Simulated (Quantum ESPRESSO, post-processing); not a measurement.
# 1T-PtSe2, 2 layers, AA stacking, stepped through biaxial strain, part 6 of 6

Aim: how the results for 1T-PtSe2, 2 layers, AA stacking change with biaxial strain.

Quantum ESPRESSO 7.5; plane-wave DFT, PBE, GBRV ultrasoft pseudopotentials.

So far. Step 7 (Relaxation with pw.x, -3 %): The relaxation lowers the energy by 19 meV an atom. Step 9 (Relaxing the ions, 3 %): The relaxation lowers the energy by 13 meV an atom.

## Step 11: Relaxation with pw.x, 4 %

Level of this step: plane-wave DFT, PBE-D3(BJ), GBRV ultrasoft pseudopotentials (Quantum ESPRESSO 7.5).

The input, m8.relax.in:

```
&control
  prefix = 'm8.relax'
  outdir = './out'
  pseudo_dir = './pseudo'
  nstep = 40
  forc_conv_thr = 0.0003
  calculation = 'relax'
  tstress = .true.
/
&system
  ibrav = 0
  nat = 6
  ntyp = 2
  ecutwfc = 50
  ecutrho = 250
  vdw_corr = 'grimme-d3'
  dftd3_version = 4
  occupations = 'smearing'
  smearing = 'fd'
  degauss = 0.002
/
&electrons
  conv_thr = 1e-09
  mixing_beta = 0.4
  electron_maxstep = 120
  mixing_mode = 'plain'
/
&ions
/
ATOMIC_SPECIES
  Se  78.9710  se_pbe_v1.uspp.F.UPF
  Pt  195.0840  pt_pbe_v1.4.uspp.F.UPF
CELL_PARAMETERS angstrom
  3.88571898000000 0.00000000000000 0.00000000000000
  -1.94285949000000 3.36513134880000 0.00000000000000
  0.00000000000000 0.00000000000000 22.73543559100000
ATOMIC_POSITIONS crystal
  Se  0.666666666700 0.333333333300 0.332943178200
  Pt  0.000000000000 0.000000000000 0.390978847400
  Se  0.333333333300 0.666666666700 0.447610907600
  Se  0.666666666700 0.333333333300 0.552389092400
  Pt  0.000000000000 0.000000000000 0.609021152600
  Se  0.333333333300 0.666666666700 0.667056821800
K_POINTS automatic
  12 12 1 0 0 0
```

On the command line:

```console
OMP_NUM_THREADS=1 mpirun -n 4 pw.x -nk 4 -in m8.relax.in > m8.relax.out
```

The log of the run:

```text
[banner, memory and clock lines left out]
Program PWSCF v.7.5 starts
[...]
Message from routine setup:
[...]
number of electrons       =        56.00
     number of Kohn-Sham states=           34
     kinetic-energy cutoff     =      50.0000  Ry
     charge density cutoff     =     250.0000  Ry
[...]
number of k points=    19  Fermi-Dirac smearing, width (Ry)=  0.0020
[...]
Dense  grid:   134035 G-vectors     FFT dimensions: (  40,  40, 225)
[...]
negative rho (up, down):  3.721E-01 0.000E+00
     Starting wfcs are   40 randomized atomic wfcs
[...]
negative rho (up, down):  3.493E-01 0.000E+00
[...]
estimated scf accuracy    <       4.29952241 Ry
[...]
negative rho (up, down):  3.533E-01 0.000E+00
[...]
estimated scf accuracy    <       3.64448267 Ry
[...]
negative rho (up, down):  3.525E-01 0.000E+00
[...]
estimated scf accuracy    <       0.38100684 Ry
[...]
negative rho (up, down):  3.491E-01 0.000E+00
[...]
estimated scf accuracy    <       0.10389882 Ry
[...]
negative rho (up, down):  3.473E-01 0.000E+00
[...]
estimated scf accuracy    <       0.01297392 Ry
[...]
negative rho (up, down):  3.475E-01 0.000E+00
[...]
estimated scf accuracy    <       0.00121651 Ry
[...]
negative rho (up, down):  3.475E-01 0.000E+00
[...]
estimated scf accuracy    <       0.00003476 Ry
[...]
negative rho (up, down):  3.475E-01 0.000E+00
[...]
estimated scf accuracy    <       0.00004322 Ry
[...]
negative rho (up, down):  3.475E-01 0.000E+00
[...]
estimated scf accuracy    <       0.00000037 Ry
[...]
negative rho (up, down):  3.475E-01 0.000E+00
[...]
estimated scf accuracy    <       0.00000039 Ry
[...]
negative rho (up, down):  3.475E-01 0.000E+00
[...]
estimated scf accuracy    <       0.00000007 Ry
[...]
negative rho (up, down):  3.475E-01 0.000E+00
[...]
estimated scf accuracy    <          3.9E-09 Ry
[...]
negative rho (up, down):  3.475E-01 0.000E+00
[...]
the Fermi energy is     1.5828 ev
!    total energy              =    -596.10480991 Ry
     estimated scf accuracy    <          2.7E-10 Ry
     smearing contrib. (-TS)   =      -0.00003155 Ry
     internal energy E=F+TS    =    -596.10477836 Ry
[...]
one-electron contribution =   -2297.47029822 Ry
     hartree contribution      =    1160.56472046 Ry
     xc contribution           =    -232.18278961 Ry
     ewald contribution        =     773.13315762 Ry
[...]
convergence has been achieved in  13 iterations
     negative rho (up, down):  3.475E-01 0.000E+00
[...]
Total force =     0.056293     Total SCF correction =     0.000048
[...]
negative rho (up, down):  3.475E-01 0.000E+00
[...]
negative rho (up, down):  3.479E-01 0.000E+00
[...]
negative rho (up, down):  3.478E-01 0.000E+00
[...]
estimated scf accuracy    <       0.00006563 Ry
[...]
negative rho (up, down):  3.478E-01 0.000E+00
[...]
estimated scf accuracy    <       0.00005658 Ry
[...]
negative rho (up, down):  3.478E-01 0.000E+00
[...]
estimated scf accuracy    <       0.00002984 Ry
[...]
negative rho (up, down):  3.478E-01 0.000E+00
[...]
estimated scf accuracy    <       0.00002672 Ry
[...]
negative rho (up, down):  3.478E-01 0.000E+00
[...]
estimated scf accuracy    <       0.00000040 Ry
[...]
negative rho (up, down):  3.478E-01 0.000E+00
[...]
estimated scf accuracy    <       0.00000006 Ry
[...]
negative rho (up, down):  3.478E-01 0.000E+00
[...]
estimated scf accuracy    <          7.7E-09 Ry
[...]
negative rho (up, down):  3.478E-01 0.000E+00
[...]
the Fermi energy is     1.5927 ev
!    total energy              =    -596.10767642 Ry
     estimated scf accuracy    <          4.8E-10 Ry
     smearing contrib. (-TS)   =      -0.00002801 Ry
     internal energy E=F+TS    =    -596.10764841 Ry
[...]
one-electron contribution =   -2301.97481479 Ry
     hartree contribution      =    1162.78647322 Ry
     xc contribution           =    -232.21151458 Ry
     ewald contribution        =     775.44192111 Ry
[...]
convergence has been achieved in   8 iterations
     negative rho (up, down):  3.478E-01 0.000E+00
[...]
Total force =     0.045522     Total SCF correction =     0.000096
[...]
negative rho (up, down):  3.478E-01 0.000E+00
[...]
WARNING: bfgs curvature condition failed, Theta= 0.990
[...]
negative rho (up, down):  3.479E-01 0.000E+00
[...]
negative rho (up, down):  3.478E-01 0.000E+00
[...]
estimated scf accuracy    <       0.00007975 Ry
[...]
negative rho (up, down):  3.479E-01 0.000E+00
[...]
estimated scf accuracy    <       0.00012899 Ry
[...]
negative rho (up, down):  3.478E-01 0.000E+00
[...]
estimated scf accuracy    <       0.00006515 Ry
[...]
negative rho (up, down):  3.478E-01 0.000E+00
[...]
estimated scf accuracy    <       0.00001149 Ry
[...]
negative rho (up, down):  3.478E-01 0.000E+00
[...]
estimated scf accuracy    <       0.00000042 Ry
[...]
negative rho (up, down):  3.478E-01 0.000E+00
[...]
estimated scf accuracy    <       0.00000006 Ry
[...]
negative rho (up, down):  3.478E-01 0.000E+00
[...]
estimated scf accuracy    <          4.7E-09 Ry
[...]
negative rho (up, down):  3.478E-01 0.000E+00
[...]
estimated scf accuracy    <          7.1E-10 Ry
[...]
negative rho (up, down):  3.478E-01 0.000E+00
[...]
the Fermi energy is     1.6030 ev
!    total energy              =    -596.11011503 Ry
     estimated scf accuracy    <          4.4E-11 Ry
     smearing contrib. (-TS)   =      -0.00002429 Ry
     internal energy E=F+TS    =    -596.11009075 Ry
[...]
one-electron contribution =   -2307.33136809 Ry
     hartree contribution      =    1165.43142668 Ry
     xc contribution           =    -232.24367398 Ry
     ewald contribution        =     778.18340457 Ry
[...]
convergence has been achieved in   9 iterations
     negative rho (up, down):  3.478E-01 0.000E+00
[...]
Total force =     0.033569     Total SCF correction =     0.000022
[...]
negative rho (up, down):  3.478E-01 0.000E+00
[...]
negative rho (up, down):  3.473E-01 0.000E+00
[...]
negative rho (up, down):  3.473E-01 0.000E+00
[...]
estimated scf accuracy    <       0.00018678 Ry
[...]
negative rho (up, down):  3.473E-01 0.000E+00
[...]
estimated scf accuracy    <       0.00044383 Ry
[...]
negative rho (up, down):  3.473E-01 0.000E+00
[...]
Total force =     0.015761     Total SCF correction =     0.000016
[...]
negative rho (up, down):  3.472E-01 0.000E+00
[...]
negative rho (up, down):  3.472E-01 0.000E+00
[...]
negative rho (up, down):  3.471E-01 0.000E+00
[...]
estimated scf accuracy    <       0.00019201 Ry
[...]
negative rho (up, down):  3.471E-01 0.000E+00
[...]
estimated scf accuracy    <       0.00079011 Ry
[...]
negative rho (up, down):  3.471E-01 0.000E+00
[...]
estimated scf accuracy    <       0.00005618 Ry
[...]
negative rho (up, down):  3.470E-01 0.000E+00
[...]
estimated scf accuracy    <       0.00001320 Ry
[...]
negative rho (up, down):  3.470E-01 0.000E+00
[...]
estimated scf accuracy    <       0.00000074 Ry
[...]
negative rho (up, down):  3.470E-01 0.000E+00
[...]
estimated scf accuracy    <       0.00000008 Ry
[...]
negative rho (up, down):  3.470E-01 0.000E+00
[...]
estimated scf accuracy    <          5.6E-09 Ry
[...]
negative rho (up, down):  3.470E-01 0.000E+00
[...]
estimated scf accuracy    <          5.1E-10 Ry
[...]
negative rho (up, down):  3.470E-01 0.000E+00
[...]
the Fermi energy is     1.6304 ev
!    total energy              =    -596.11297919 Ry
     estimated scf accuracy    <          1.0E-10 Ry
     smearing contrib. (-TS)   =      -0.00001572 Ry
     internal energy E=F+TS    =    -596.11296347 Ry
[...]
one-electron contribution =   -2324.59974018 Ry
     hartree contribution      =    1173.97149255 Ry
     xc contribution           =    -232.33554064 Ry
     ewald contribution        =     787.00123028 Ry
[...]
convergence has been achieved in   9 iterations
     negative rho (up, down):  3.470E-01 0.000E+00
[...]
Total force =     0.005425     Total SCF correction =     0.000044
[...]
negative rho (up, down):  3.470E-01 0.000E+00
[...]
negative rho (up, down):  3.470E-01 0.000E+00
[...]
negative rho (up, down):  3.470E-01 0.000E+00
[...]
estimated scf accuracy    <       0.00001420 Ry
[...]
negative rho (up, down):  3.470E-01 0.000E+00
[...]
estimated scf accuracy    <       0.00011049 Ry
[...]
negative rho (up, down):  3.470E-01 0.000E+00
[...]
estimated scf accuracy    <       0.00000066 Ry
[...]
negative rho (up, down):  3.470E-01 0.000E+00
[...]
estimated scf accuracy    <       0.00000008 Ry
[...]
negative rho (up, down):  3.470E-01 0.000E+00
[...]
estimated scf accuracy    <       0.00000003 Ry
[...]
negative rho (up, down):  3.470E-01 0.000E+00
[...]
estimated scf accuracy    <          2.9E-09 Ry
[...]
negative rho (up, down):  3.470E-01 0.000E+00
[...]
estimated scf accuracy    <          5.8E-10 Ry
[...]
negative rho (up, down):  3.470E-01 0.000E+00
[...]
the Fermi energy is     1.6311 ev
!    total energy              =    -596.11300780 Ry
     estimated scf accuracy    <          3.7E-11 Ry
     smearing contrib. (-TS)   =      -0.00001602 Ry
     internal energy E=F+TS    =    -596.11299178 Ry
[...]
one-electron contribution =   -2325.73862498 Ry
     hartree contribution      =    1174.54137653 Ry
     xc contribution           =    -232.33568298 Ry
     ewald contribution        =     787.57038735 Ry
[...]
convergence has been achieved in   8 iterations
     negative rho (up, down):  3.470E-01 0.000E+00
[...]
Total force =     0.005278     Total SCF correction =     0.000052
[...]
negative rho (up, down):  3.470E-01 0.000E+00
[...]
WARNING: bfgs curvature condition failed, Theta= 0.825
[...]
negative rho (up, down):  3.470E-01 0.000E+00
[...]
negative rho (up, down):  3.470E-01 0.000E+00
[...]
estimated scf accuracy    <       0.00001634 Ry
[...]
negative rho (up, down):  3.470E-01 0.000E+00
[...]
estimated scf accuracy    <       0.00012462 Ry
[...]
negative rho (up, down):  3.470E-01 0.000E+00
[...]
estimated scf accuracy    <       0.00000083 Ry
[...]
negative rho (up, down):  3.470E-01 0.000E+00
[...]
estimated scf accuracy    <       0.00000009 Ry
[...]
negative rho (up, down):  3.470E-01 0.000E+00
[...]
estimated scf accuracy    <       0.00000003 Ry
[...]
negative rho (up, down):  3.470E-01 0.000E+00
[...]
estimated scf accuracy    <          2.9E-09 Ry
[...]
negative rho (up, down):  3.470E-01 0.000E+00
[...]
estimated scf accuracy    <          5.4E-10 Ry
[...]
negative rho (up, down):  3.470E-01 0.000E+00
[...]
estimated scf accuracy    <          2.3E-11 Ry
[...]
negative rho (up, down):  3.470E-01 0.000E+00
[...]
negative rho (up, down):  3.606E-01 0.000E+00
[...]
estimated scf accuracy    <       0.00096751 Ry
[...]
negative rho (up, down):  3.606E-01 0.000E+00
[...]
estimated scf accuracy    <       0.00728025 Ry
[...]
negative rho (up, down):  3.606E-01 0.000E+00
[...]
estimated scf accuracy    <       0.00005228 Ry
[...]
negative rho (up, down):  3.606E-01 0.000E+00
[...]
estimated scf accuracy    <       0.00000611 Ry
[...]
negative rho (up, down):  3.606E-01 0.000E+00
[...]
estimated scf accuracy    <       0.00000244 Ry
[...]
negative rho (up, down):  3.606E-01 0.000E+00
[...]
estimated scf accuracy    <       0.00000022 Ry
[...]
negative rho (up, down):  3.606E-01 0.000E+00
[...]
estimated scf accuracy    <       0.00000007 Ry
[...]
negative rho (up, down):  3.606E-01 0.000E+00
[...]
estimated scf accuracy    <          4.5E-09 Ry
[...]
negative rho (up, down):  3.606E-01 0.000E+00
[...]
estimated scf accuracy    <          8.9E-10 Ry
[...]
negative rho (up, down):  3.606E-01 0.000E+00
[...]
estimated scf accuracy    <          1.9E-10 Ry
[...]
negative rho (up, down):  3.606E-01 0.000E+00
[...]
estimated scf accuracy    <          3.0E-11 Ry
[...]
negative rho (up, down):  3.606E-01 0.000E+00
[...]
the Fermi energy is     1.6479 ev
!    total energy              =    -596.11368892 Ry
     estimated scf accuracy    <          2.1E-13 Ry
     smearing contrib. (-TS)   =      -0.00002328 Ry
     internal energy E=F+TS    =    -596.11366564 Ry
[...]
one-electron contribution =   -2355.57005354 Ry
     hartree contribution      =    1189.45529382 Ry
     xc contribution           =    -232.34396788 Ry
     ewald contribution        =     802.49668451 Ry
[...]
convergence has been achieved in  12 iterations
     negative rho (up, down):  3.606E-01 0.000E+00
[...]
Total force =     0.005966     Total SCF correction =     0.000002
[...]
negative rho (up, down):  3.606E-01 0.000E+00
[...]
negative rho (up, down):  3.604E-01 0.000E+00
[...]
negative rho (up, down):  3.604E-01 0.000E+00
[...]
estimated scf accuracy    <       0.00221097 Ry
[...]
negative rho (up, down):  3.604E-01 0.000E+00
[...]
estimated scf accuracy    <       0.01672168 Ry
[...]
negative rho (up, down):  3.604E-01 0.000E+00
[...]
estimated scf accuracy    <       0.00011375 Ry
[...]
negative rho (up, down):  3.604E-01 0.000E+00
[...]
estimated scf accuracy    <       0.00001585 Ry
[...]
negative rho (up, down):  3.604E-01 0.000E+00
[...]
estimated scf accuracy    <       0.00000567 Ry
[...]
negative rho (up, down):  3.604E-01 0.000E+00
[...]
estimated scf accuracy    <       0.00000057 Ry
[...]
negative rho (up, down):  3.604E-01 0.000E+00
[...]
estimated scf accuracy    <       0.00000019 Ry
[...]
negative rho (up, down):  3.604E-01 0.000E+00
[...]
estimated scf accuracy    <       0.00000002 Ry
[...]
negative rho (up, down):  3.604E-01 0.000E+00
[...]
estimated scf accuracy    <          1.4E-09 Ry
[...]
negative rho (up, down):  3.604E-01 0.000E+00
[...]
estimated scf accuracy    <          6.6E-10 Ry
[...]
negative rho (up, down):  3.604E-01 0.000E+00
[...]
estimated scf accuracy    <          2.7E-11 Ry
[...]
negative rho (up, down):  3.604E-01 0.000E+00
[...]
```

The job ended after 15 min (4 MPI ranks of Arm Neoverse V2, shared host; peak memory 1.1 GiB; 61 min of CPU time).

Step by step:

```tsv
step	energy less that of the first step (eV)	largest force (eV/Å)
1	0.0000	0.8026
2	-0.0390	0.6517
3	-0.0722	0.4867
4	-0.1028	0.2402
5	-0.1111	0.0743
6	-0.1115	0.0653
7	-0.1120	0.0640
8	-0.1126	0.0679
9	-0.1137	0.0721
10	-0.1152	0.0766
11	-0.1175	0.0811
12	-0.1208	0.0849
13	-0.1253	0.0863
14	-0.1309	0.0811
15	-0.1353	0.1036
16	-0.1358	0.0918
17	-0.1361	0.0602
18	-0.1364	0.0056
```

The atoms that moved most (Å):

```tsv
atom	dx	dy	dz	length
Se1	0.000	0.000	0.225	0.225
Se6	0.000	0.000	-0.225	0.225
Pt2	0.000	0.000	0.139	0.139
Pt5	0.000	0.000	-0.139	0.139
Se4	0.000	0.000	-0.064	0.064
Se3	0.000	0.000	0.064	0.064
```

The relaxation lowers the energy by 23 meV an atom.

This step gave:

```
free energy             : -8110.5555 eV
energy at zero smearing : -8110.5551 eV
Fermi energy            : 1.695 eV
```

## Step 12: Ground state, 4 %

Level of this step: plane-wave DFT, PBE, GBRV ultrasoft pseudopotentials (Quantum ESPRESSO 7.5).

The input, m8.scf.in:

```
&control
  prefix = 'm8.scf'
  outdir = './out'
  pseudo_dir = './pseudo'
  calculation = 'scf'
  tprnfor = .true.
/
&system
  ibrav = 0
  nat = 6
  ntyp = 2
  ecutwfc = 40
  ecutrho = 200
  occupations = 'smearing'
  smearing = 'fd'
  degauss = 0.002
  nbnd = 32
/
&electrons
  conv_thr = 1e-09
  mixing_beta = 0.4
  electron_maxstep = 120
  mixing_mode = 'plain'
/
ATOMIC_SPECIES
  Se  78.9710  se_pbe_v1.uspp.F.UPF
  Pt  195.0840  pt_pbe_v1.4.uspp.F.UPF
CELL_PARAMETERS angstrom
  3.88571898000000 0.00000000000000 0.00000000000000
  -1.94285949000000 3.36513134880000 0.00000000000000
  0.00000000000000 0.00000000000000 22.73543559100000
ATOMIC_POSITIONS crystal
  Se  0.666666666700 0.333333333300 0.342836825600
  Pt  0.000000000000 0.000000000000 0.397085432000
  Se  0.333333333300 0.666666666700 0.450420959300
  Se  0.666666666700 0.333333333300 0.549579040700
  Pt  0.000000000000 0.000000000000 0.602914568000
  Se  0.333333333300 0.666666666700 0.657163174400
K_POINTS automatic
  12 12 1 0 0 0
```

On the command line:

```console
OMP_NUM_THREADS=1 mpirun -n 4 pw.x -nk 4 -in m8.scf.in > m8.scf.out
```

The log of the run:

```text
[banner, memory and clock lines left out]
Program PWSCF v.7.5 starts
[...]
Message from routine setup:
[...]
number of electrons       =        56.00
     number of Kohn-Sham states=           32
     kinetic-energy cutoff     =      40.0000  Ry
     charge density cutoff     =     200.0000  Ry
[...]
number of k points=    19  Fermi-Dirac smearing, width (Ry)=  0.0020
[...]
Dense  grid:    96073 G-vectors     FFT dimensions: (  36,  36, 200)
[...]
negative rho (up, down):  3.722E-01 0.000E+00
     Starting wfcs are   40 randomized atomic wfcs
[...]
negative rho (up, down):  3.487E-01 0.000E+00
[...]
estimated scf accuracy    <       4.16543210 Ry
[...]
negative rho (up, down):  3.526E-01 0.000E+00
[...]
estimated scf accuracy    <       2.99106641 Ry
[...]
negative rho (up, down):  3.515E-01 0.000E+00
[...]
estimated scf accuracy    <       0.22165477 Ry
[...]
negative rho (up, down):  3.476E-01 0.000E+00
[...]
estimated scf accuracy    <       0.06113331 Ry
[...]
negative rho (up, down):  3.464E-01 0.000E+00
[...]
estimated scf accuracy    <       0.01433816 Ry
[...]
negative rho (up, down):  3.466E-01 0.000E+00
[...]
estimated scf accuracy    <       0.00125944 Ry
[...]
negative rho (up, down):  3.465E-01 0.000E+00
[...]
estimated scf accuracy    <       0.00005037 Ry
[...]
negative rho (up, down):  3.465E-01 0.000E+00
[...]
estimated scf accuracy    <       0.00002976 Ry
[...]
negative rho (up, down):  3.466E-01 0.000E+00
[...]
estimated scf accuracy    <       0.00000054 Ry
[...]
negative rho (up, down):  3.466E-01 0.000E+00
[...]
estimated scf accuracy    <       0.00000032 Ry
[...]
negative rho (up, down):  3.466E-01 0.000E+00
[...]
estimated scf accuracy    <       0.00000002 Ry
[...]
negative rho (up, down):  3.466E-01 0.000E+00
[...]
estimated scf accuracy    <          4.7E-09 Ry
[...]
negative rho (up, down):  3.466E-01 0.000E+00
[...]
the Fermi energy is     1.6951 ev
!    total energy              =    -595.95623961 Ry
     estimated scf accuracy    <          5.6E-11 Ry
     smearing contrib. (-TS)   =      -0.00005189 Ry
     internal energy E=F+TS    =    -595.95618773 Ry
[...]
one-electron contribution =   -2449.91417319 Ry
     hartree contribution      =    1236.61156649 Ry
     xc contribution           =    -232.38802906 Ry
     ewald contribution        =     849.73444803 Ry
     convergence has been achieved in  13 iterations
     negative rho (up, down):  3.466E-01 0.000E+00
[...]
Total force =     0.008991     Total SCF correction =     0.000011
[...]
```

The job ended after 40 s (4 MPI ranks; peak memory 0.78 GiB).

Read from the output:

| Quantity | Value |
| --- | --- |
| free energy | -8108.3977 eV |
| energy at zero smearing | -8108.3974 eV |
| valence top, on the run's zero | 1.602 eV |
| conduction bottom, on the run's zero | 1.792 eV |
| gap by band count | 0.1902 eV |

## Step 13: The series side by side

The series in one table, energies over the lowest:

```tsv
biaxial strain	energy (eV)	gap along the path (eV)	upper vacuum level over the valence top of the mesh (eV)	lower vacuum level over that top (eV)
-4 %	0.2265	0.435	4.911	4.911
-3 %	0.1278	0.3885	4.878	4.878
-2 %	0.0570	0.3208	4.861	4.861
-1 %	0.0144	0.2663	4.835	4.835
0 %	0.0000	0.2276	4.827	4.827
1 %	0.0133	0.2047	4.836	4.836
2 %	0.0536	0.187	4.852	4.852
3 %	0.1200	0.1645	4.872	4.872
4 %	0.2113	0.1317	4.897	4.897
```

## Step 14: The arithmetic

A parabola through the energies within ±2 % has E = 138.33 eV × ε² -0.078 eV × ε; for the curvature, over A = 12.089 Å² this is 138.33 × 1/12.089 × 16.02 = 183 N/m.

## Step 15: Results

```yaml
c11_c12: 183 N/m
gap_along_the_path_at_minus_4_and_at_4: 0.43, 0.13 eV
upper_vacuum_level_over_the_valence_top_of_the_mesh_at_minus_4_and_at_4: 4.91, 4.90 eV
lower_vacuum_level_over_that_top_at_minus_4_and_at_4: 4.91, 4.90 eV
```

**Reading.** The series holds 9 members; C11 + C12: 183 N/m (PBE, GBRV ultrasoft; energies at PBE-D3(BJ), GBRV ultrasoft). The energy is lowest near zero strain. From -4 % to 4 % the gap along the path falls from 0.43 to 0.13 eV. From -4 % to 4 % the upper vacuum level over the valence top of the mesh goes from 4.91 to 4.90 eV by way of 4.83 at 0 %. From -4 % to 4 % the lower vacuum level over that top goes from 4.91 to 4.90 eV by way of 4.83 at 0 %. Semilocal gaps are too small; the 1×1 cell can't ripple over many cells under compression as a free sheet would. No spin-orbit coupling.

[Logs are printed without paths, hosts, clocks, repeated set-up lines and the standing remarks that a program may print on its own settings, such as how far it seeks lower states.]

[Hosts, paths, dates, database ids (printed as entryN), source tags and the programs' standing remarks are cut or masked in the printed files.]

[Maps of the electrostatic potential energy from Ansatz leave out the sawtooth potential of an applied field or a dipole correction, so their vacuum need not be flat; planar profiles and work functions include it.]
